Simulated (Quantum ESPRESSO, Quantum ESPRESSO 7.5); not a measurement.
# arsenene, 3 layers, AB stacking, stepped through the field along the normal

Aim: how the results for arsenene, 3 layers, AB stacking change with the field along the normal.

Program: Quantum ESPRESSO 7.5. Level of theory: plane-wave DFT, PBE, GBRV ultrasoft pseudopotentials (geometry by pw.x at PBE-D3(BJ), GBRV ultrasoft). Results are calculated unless marked as measured.

**1. The structure**

The cell holds 6 atoms: 6 As. Cell: a = 3.610 Å, b = 3.610 Å, c = 27.600 Å, α = 90.0°, β = 90.0°, γ = 120.0°. It derives from As. Vacuum lies along c.

Set-up: Cell and atoms are relaxed without a field with a D3(BJ) correction and then held. Sawtooth field with dipole correction, 17 Å of vacuum in the starting cell, Fermi-Dirac smearing of 0.002 Ry; bands along a path at each field.

Members -0.05, 0.1, -0.1, 0.2, -0.2, 0.3 and -0.3 took the same steps and show in the table alone.

This sheet is a model structure: its symmetry is held, and its stability is not tested here.

**2. Relaxing cell and ions of the reference**

What the set-up leaves free in this member is relaxed.

File ref.relax.in:

```
&control
  prefix = 'ref.relax'
  outdir = './out'
  pseudo_dir = './pseudo'
  nstep = 80
  forc_conv_thr = 0.0004
  calculation = 'vc-relax'
  etot_conv_thr = 1e-06
/
&system
  ibrav = 0
  nat = 6
  ntyp = 1
  ecutwfc = 50
  ecutrho = 250
  vdw_corr = 'grimme-d3'
  dftd3_version = 4
  occupations = 'smearing'
  smearing = 'fd'
  degauss = 0.004
/
&electrons
  conv_thr = 1e-09
  mixing_beta = 0.4
  electron_maxstep = 120
  mixing_mode = 'plain'
/
&ions
/
&cell
  cell_dofree = '2Dxy'
  press_conv_thr = 0.3
/
ATOMIC_SPECIES
  As  74.9216  as_pbe_v1.uspp.F.UPF
CELL_PARAMETERS angstrom
  3.61000000000000 0.00000000000000 0.00000000000000
  -1.80500000000000 3.12635170766182 0.00000000000000
  0.00000000000000 0.00000000000000 27.60000000000000
ATOMIC_POSITIONS crystal
  As  0.666666666700 0.333333333300 0.307971014493
  As  0.333333333300 0.666666666700 0.358695652174
  As  0.000000000000 0.000000000000 0.474637681159
  As  0.666666666700 0.333333333300 0.525362318841
  As  0.666666666700 0.333333333300 0.641304347826
  As  0.333333333300 0.666666666700 0.692028985507
K_POINTS automatic
  12 12 1 0 0 0
```

The run is started by

```console
OMP_NUM_THREADS=1 mpirun -n 4 pw.x -nk 4 -in ref.relax.in > ref.relax.out
```

The program printed:

```text
Program PWSCF v.7.5 starts
[citation notice left out]

     Parallel version (MPI & OpenMP), running on       4 processor cores
     Number of MPI processes:                 4
     Threads/MPI process:                     1

     MPI processes distributed on     1 nodes
[...]
Current dimensions of program PWSCF are:
     Max number of different atomic species (ntypx) = 10
     Max number of k-points (npk) =  40000
     Max angular momentum in pseudopotentials (lmaxx) =  4
     Message from routine setup:
     using ibrav=0 with symmetry is DISCOURAGED, use correct ibrav instead

     K-points division:     npool     =       4
     Subspace diagonalization in iterative solution of the eigenvalue problem:
     a serial algorithm will be used

     G-vector sticks info
     --------------------
     sticks:   dense  smooth     PW     G-vecs:    dense   smooth      PW
     Sum         805     649    199               140183   100639   16201

     Using Slab Decomposition

     bravais-lattice index     =            0
     lattice parameter (alat)  =       6.8219  a.u.
     unit-cell volume          =    2102.0872 (a.u.)^3
     number of atoms/cell      =            6
     number of atomic types    =            1
     number of electrons       =        30.00
     number of Kohn-Sham states=           19
     kinetic-energy cutoff     =      50.0000  Ry
     charge density cutoff     =     250.0000  Ry
     scf convergence threshold =      1.0E-09
     mixing beta               =       0.4000
     number of iterations used =            8  plain     mixing
     energy convergence thresh.=      1.0E-06
     force convergence thresh. =      4.0E-04
     press convergence thresh. =      3.0E-01
     Exchange-correlation= SLA  PW   PBE  PBE
                           (   1   4   3   4   0   0   0)
     nstep                     =           80

     celldm(1)=   6.821911  celldm(2)=   0.000000  celldm(3)=   0.000000
     celldm(4)=   0.000000  celldm(5)=   0.000000  celldm(6)=   0.000000

     crystal axes: (cart. coord. in units of alat)
               a(1) = (   1.000000   0.000000   0.000000 )
               a(2) = (  -0.500000   0.866025   0.000000 )
               a(3) = (   0.000000   0.000000   7.645429 )

     reciprocal axes: (cart. coord. in units 2 pi/alat)
               b(1) = (  1.000000  0.577350 -0.000000 )
               b(2) = (  0.000000  1.154701  0.000000 )
               b(3) = (  0.000000 -0.000000  0.130797 )

     PseudoPot. # 1 for As read from file:
     ./pseudo/as_pbe_v1.uspp.F.UPF
     Pseudo is Ultrasoft + core correction, Zval =  5.0
     Generated by new atomic code, or converted to UPF format
     Using radial grid of  875 points,  6 beta functions with:
                l(1) =   0
                l(2) =   0
                l(3) =   1
                l(4) =   1
                l(5) =   2
                l(6) =   2
     Q(r) pseudized with  8 coefficients,  rinner =    1.300   1.300   1.300
                                                       1.300   1.300

     atomic species   valence    mass     pseudopotential
     As                5.00    74.92160     As( 1.00)

      6 Sym. Ops. (no inversion) found

   Cartesian axes

     site n.     atom                  positions (alat units)
         1        As     tau(   1) = (   0.5000000   0.2886751   2.3545706  )
         2        As     tau(   2) = (  -0.0000000   0.5773503   2.7423823  )
         3        As     tau(   3) = (   0.0000000   0.0000000   3.6288089  )
         4        As     tau(   4) = (   0.5000000   0.2886751   4.0166205  )
         5        As     tau(   5) = (   0.5000000   0.2886751   4.9030471  )
         6        As     tau(   6) = (  -0.0000000   0.5773503   5.2908587  )

     --------------------------------------------
     DFT-D3 Dispersion Correction (3-body terms):
     --------------------------------------------
       Reference C6 values for interpolation:

         atom   Coordination number   C6
         As         0.000           525.90
         As         0.989           508.38
         As         1.979           482.50
         As         2.971           448.57

       Values used:

         atom   Coordination number  R0_AB[au]  C6      C8
         As         3.452            3.461    448.58  34551.10
         As         3.580            3.461    448.58  34550.40
         As         3.588            3.461    448.58  34550.38
         As         3.818            3.461    448.57  34550.07
         As         3.809            3.461    448.57  34550.07
         As         3.452            3.461    448.58  34551.10

         Molecular C6 ( Ry / a.u.^6 ) =     16148.77

     number of k points=    19  Fermi-Dirac smearing, width (Ry)=  0.0040
                       cart. coord. in units 2pi/alat
        k(    1) = (   0.0000000   0.0000000   0.0000000), wk =   0.0138889
        k(    2) = (   0.0000000   0.0962250   0.0000000), wk =   0.0833333
        k(    3) = (   0.0000000   0.1924501   0.0000000), wk =   0.0833333
        k(    4) = (   0.0000000   0.2886751   0.0000000), wk =   0.0833333
        k(    5) = (   0.0000000   0.3849002   0.0000000), wk =   0.0833333
        k(    6) = (   0.0000000   0.4811252   0.0000000), wk =   0.0833333
        k(    7) = (   0.0000000  -0.5773503   0.0000000), wk =   0.0416667
        k(    8) = (   0.0833333   0.1443376   0.0000000), wk =   0.0833333
        k(    9) = (   0.0833333   0.2405626   0.0000000), wk =   0.1666667
        k(   10) = (   0.0833333   0.3367877   0.0000000), wk =   0.1666667
[...]
k(   19) = (   0.3333333   0.5773503   0.0000000), wk =   0.0277778

     Dense  grid:   140183 G-vectors     FFT dimensions: (  36,  36, 270)

     Smooth grid:   100639 G-vectors     FFT dimensions: (  32,  32, 240)

     Estimated max dynamical RAM per process >     236.18 MB

     Estimated total dynamical RAM >     842.04 MB

     Initial potential from superposition of free atoms

     starting charge      29.9985, renormalised to      30.0000

     negative rho (up, down):  1.225E-04 0.000E+00
     Starting wfcs are   24 randomized atomic wfcs

     total cpu time spent up to now is        1.6 secs

     per-process dynamical memory:   119.0 Mb

     Self-consistent Calculation

     iteration #  1     ecut=    50.00 Ry     beta= 0.40
     Davidson diagonalization with overlap
     ethr =  1.00E-02,  avg # of iterations =  2.1

     Threshold (ethr) on eigenvalues was too large:
     Diagonalizing with lowered threshold

     Davidson diagonalization with overlap
[...]
Energy error            =      4.2E-04 Ry
     Gradient error          =      1.2E-02 Ry/Bohr
     Cell gradient error     =      1.6E+00 kbar

     number of scf cycles    =   2
     number of bfgs steps    =   1

     enthalpy           old  =    -241.7402340039 Ry
     enthalpy           new  =    -241.7406559939 Ry

     CASE: enthalpy          _new < enthalpy          _old

     new trust radius        =       0.0174024205 bohr
     new conv_thr            =       0.0000000003 Ry

     new unit-cell volume =   2098.52490 a.u.^3 (   310.96931 Ang^3 )
     density =      2.40043 g/cm^3

CELL_PARAMETERS (angstrom)
   3.606939895  -0.000000000   0.000000000
  -1.803469948   3.123701579   0.000000000
   0.000000000   0.000000000  27.600000000

ATOMIC_POSITIONS (crystal)
As               0.6666666667        0.3333333333        0.3081813847
As               0.3333333333        0.6666666667        0.3586670044
As              -0.0000000000       -0.0000000000        0.4744768989
As               0.6666666667        0.3333333333        0.5247253351
As               0.6666666667        0.3333333333        0.6418198654
As               0.3333333333        0.6666666667        0.6921295115

[...]
NEW-OLD atomic charge density approx. for the potential
     New effective cutoffs (rho, wfc):  250.21   50.08

     negative rho (up, down):  1.276E-04 0.000E+00

     total cpu time spent up to now is       78.5 secs

     per-process dynamical memory:   125.7 Mb

     Self-consistent Calculation

     iteration #  1     ecut=    50.00 Ry     beta= 0.40
     Davidson diagonalization with overlap
     ethr =  1.00E-06,  avg # of iterations =  3.8

     Threshold (ethr) on eigenvalues was too large:
     Diagonalizing with lowered threshold

     Davidson diagonalization with overlap
     ethr =  5.45E-08,  avg # of iterations =  5.5

     negative rho (up, down):  1.259E-04 0.000E+00

     total cpu time spent up to now is       85.4 secs

     total energy              =    -241.74103471 Ry
     estimated scf accuracy    <       0.00001151 Ry

[...]
iteration # 10     ecut=    50.00 Ry     beta= 0.40
[...]
negative rho (up, down):  1.249E-04 0.000E+00

[...]
End of self-consistent calculation

[...]
the Fermi energy is     0.6448 ev

!    total energy              =    -241.74103587 Ry
     estimated scf accuracy    <          1.2E-10 Ry
     smearing contrib. (-TS)   =      -0.00041233 Ry
     internal energy E=F+TS    =    -241.74062354 Ry

     The total energy is F=E-TS. E is the sum of the following terms:
     one-electron contribution =    -638.39419736 Ry
     hartree contribution      =     327.47938170 Ry
     xc contribution           =    -189.09365766 Ry
     ewald contribution        =     258.39263955 Ry
     DFT-D3 Dispersion         =      -0.12478976 Ry

     convergence has been achieved in  10 iterations

     negative rho (up, down):  1.249E-04 0.000E+00

     Forces acting on atoms (cartesian axes, Ry/au):

     atom    1 type  1   force =     0.00000000    0.00000000    0.00194782
     atom    2 type  1   force =     0.00000000    0.00000000    0.00198569
     atom    3 type  1   force =    -0.00000000   -0.00000000   -0.00819019
     atom    4 type  1   force =     0.00000000    0.00000000   -0.00833148
     atom    5 type  1   force =     0.00000000    0.00000000    0.00618270
     atom    6 type  1   force =     0.00000000    0.00000000    0.00640546

     Total force =     0.014949     Total SCF correction =     0.000022

     Computing stress (Cartesian axis) and pressure

     negative rho (up, down):  1.249E-04 0.000E+00
          total   stress  (Ry/bohr**3)                   (kbar)     P=        1.10
  -0.00000626  -0.00000000   0.00000000           -0.92       -0.00        0.00
  -0.00000000  -0.00000626   0.00000000           -0.00       -0.92        0.00
   0.00000000   0.00000000   0.00003495            0.00        0.00        5.14

     Energy error            =      3.8E-04 Ry
     Gradient error          =      8.3E-03 Ry/Bohr
     Cell gradient error     =      9.2E-01 kbar

     number of scf cycles    =   3
     number of bfgs steps    =   2

     enthalpy           old  =    -241.7406559939 Ry
     enthalpy           new  =    -241.7410358669 Ry

     CASE: enthalpy          _new < enthalpy          _old

     new trust radius        =       0.0261036307 bohr
     new conv_thr            =       0.0000000002 Ry

     new unit-cell volume =   2096.04552 a.u.^3 (   310.60190 Ang^3 )
     density =      2.40327 g/cm^3

CELL_PARAMETERS (angstrom)
   3.604808493  -0.000000000   0.000000000
  -1.802404246   3.121855731   0.000000000
   0.000000000   0.000000000  27.600000000

ATOMIC_POSITIONS (crystal)
As               0.6666666667        0.3333333333        0.3083263828
As               0.3333333333        0.6666666667        0.3587045629
As              -0.0000000000       -0.0000000000        0.4741952720
As               0.6666666667        0.3333333333        0.5242248479
As               0.6666666667        0.3333333333        0.6422107122
As               0.3333333333        0.6666666667        0.6923382221

[...]
NEW-OLD atomic charge density approx. for the potential
     New effective cutoffs (rho, wfc):  250.51   50.14

     negative rho (up, down):  1.306E-04 0.000E+00

     total cpu time spent up to now is      111.6 secs

     per-process dynamical memory:   125.7 Mb

[...]
!    total energy              =    -241.74154082 Ry
[...]
Total force =     0.015666     Total SCF correction =     0.000021
[...]
number of bfgs steps    =   3
[...]
new trust radius        =       0.0391554461 bohr
[...]
!    total energy              =    -241.74222066 Ry
[...]
Total force =     0.019173     Total SCF correction =     0.000010
[...]
number of bfgs steps    =   4
[...]
new trust radius        =       0.0587331692 bohr
[...]
!    total energy              =    -241.74312782 Ry
[...]
Total force =     0.024292     Total SCF correction =     0.000040
[...]
number of bfgs steps    =   5
[...]
new trust radius        =       0.0880997538 bohr
[...]
!    total energy              =    -241.74430712 Ry
[...]
Total force =     0.028911     Total SCF correction =     0.000027
[...]
number of bfgs steps    =   6
[...]
new trust radius        =       0.1321496307 bohr
[...]
!    total energy              =    -241.75080685 Ry
[...]
Total force =     0.017534     Total SCF correction =     0.000027
[...]
number of bfgs steps    =  25
[...]
new trust radius        =       0.3847363160 bohr
[...]
!    total energy              =    -241.75124522 Ry
[...]
Total force =     0.015551     Total SCF correction =     0.000033
[...]
number of bfgs steps    =  26
[...]
new trust radius        =       0.1217336255 bohr
[...]
Self-consistent Calculation

     iteration #  1     ecut=    50.00 Ry     beta= 0.40
     Davidson diagonalization with overlap
     ethr =  1.00E-06,  avg # of iterations = 11.0

     negative rho (up, down):  1.469E-04 0.000E+00

     total cpu time spent up to now is     1092.5 secs

     total energy              =    -241.75141922 Ry
     estimated scf accuracy    <       0.00033723 Ry

     iteration #  2     ecut=    50.00 Ry     beta= 0.40
[...]
negative rho (up, down):  1.207E-04 0.000E+00
[key lines of the parts left out:]
the Fermi energy is     0.7175 ev
convergence has been achieved in  14 iterations
```

Elapsed: 22 min, on 4 MPI ranks of Arm Neoverse V1, shared host; peak memory 1.1 GiB; 89 min of CPU time.

Relaxation path (22 of 33):

```csv
step,energy less that of the first step (eV),largest force (eV/Å),volume (Å³)
1,0.0000,0.4068,311.50
3,-0.0109,0.2142,310.97
4,-0.0178,0.2864,310.60
6,-0.0394,0.4323,309.40
7,-0.0554,0.4737,308.48
9,-0.0929,0.2921,306.42
10,-0.1010,0.1181,306.54
12,-0.1071,0.1031,308.57
13,-0.1090,0.1334,310.07
15,-0.1116,0.0646,312.33
16,-0.1124,0.0443,312.78
18,-0.1133,0.0540,313.09
19,-0.1136,0.0445,313.30
21,-0.1147,0.0588,314.30
22,-0.1163,0.0938,315.16
24,-0.1259,0.1969,316.44
25,-0.1336,0.2360,316.75
27,-0.1498,0.2250,317.93
28,-0.1526,0.1233,317.88
30,-0.1540,0.0200,317.58
31,-0.1540,0.0007,317.52
33,-0.1544,0.0006,317.51
```

```csv
cell as run,before,after,change
a (Å),3.610,3.645,+1.0 %
b (Å),3.610,3.645,+1.0 %
```

The atoms that moved most (Å, along periodic axes as changes of fractional coordinates times the final cell, across vacuum about the mean position):

```csv
atom,dx,dy,dz,length
As1,0.000,0.000,0.557,0.557
As2,0.000,0.000,0.518,0.518
As4,0.000,0.000,-0.475,0.475
As3,0.000,0.000,-0.436,0.436
As6,0.000,0.000,-0.090,0.090
As5,0.000,0.000,-0.074,0.074
```

The relaxed structure:

```cif
data_structure
_symmetry_space_group_name_H-M 'P 1'
_symmetry_Int_Tables_number 1
_cell_length_a 3.6447
_cell_length_b 3.6447
_cell_length_c 27.6000
_cell_angle_alpha 90.000
_cell_angle_beta 90.000
_cell_angle_gamma 120.000
_cell_volume 317.51
loop_
_atom_site_label
_atom_site_type_symbol
_atom_site_fract_x
_atom_site_fract_y
_atom_site_fract_z
_atom_site_occupancy
As1 As 0.66667 0.33333 0.32816 1
As2 As 0.33333 0.66667 0.37745 1
As3 As 0.00000 0.00000 0.45884 1
As4 As 0.66667 0.33333 0.50815 1
As5 As 0.66667 0.33333 0.63862 1
As6 As 0.33333 0.66667 0.68879 1
```

 The last row is no step: it is a fresh SCF in the final cell with a new plane-wave basis, -0 meV from the row before.

This step gave:

| Item | Value |
| --- | --- |
| free energy | -3289.1979 eV |
| energy at zero smearing | -3289.1923 eV |
| Fermi energy | 0.7249 eV |

(Continued in part 2 of 4.)

[Logs are printed without paths, hosts, clocks, repeated set-up lines and the standing remarks that a program may print on its own settings, such as how far it seeks lower states.]

[Hosts, paths, dates, database ids (printed as entryN), source tags and the programs' standing remarks are cut or masked in the printed files.]

[Maps of the electrostatic potential energy from Ansatz leave out the sawtooth potential of an applied field or a dipole correction, so their vacuum need not be flat; planar profiles and work functions include it.]
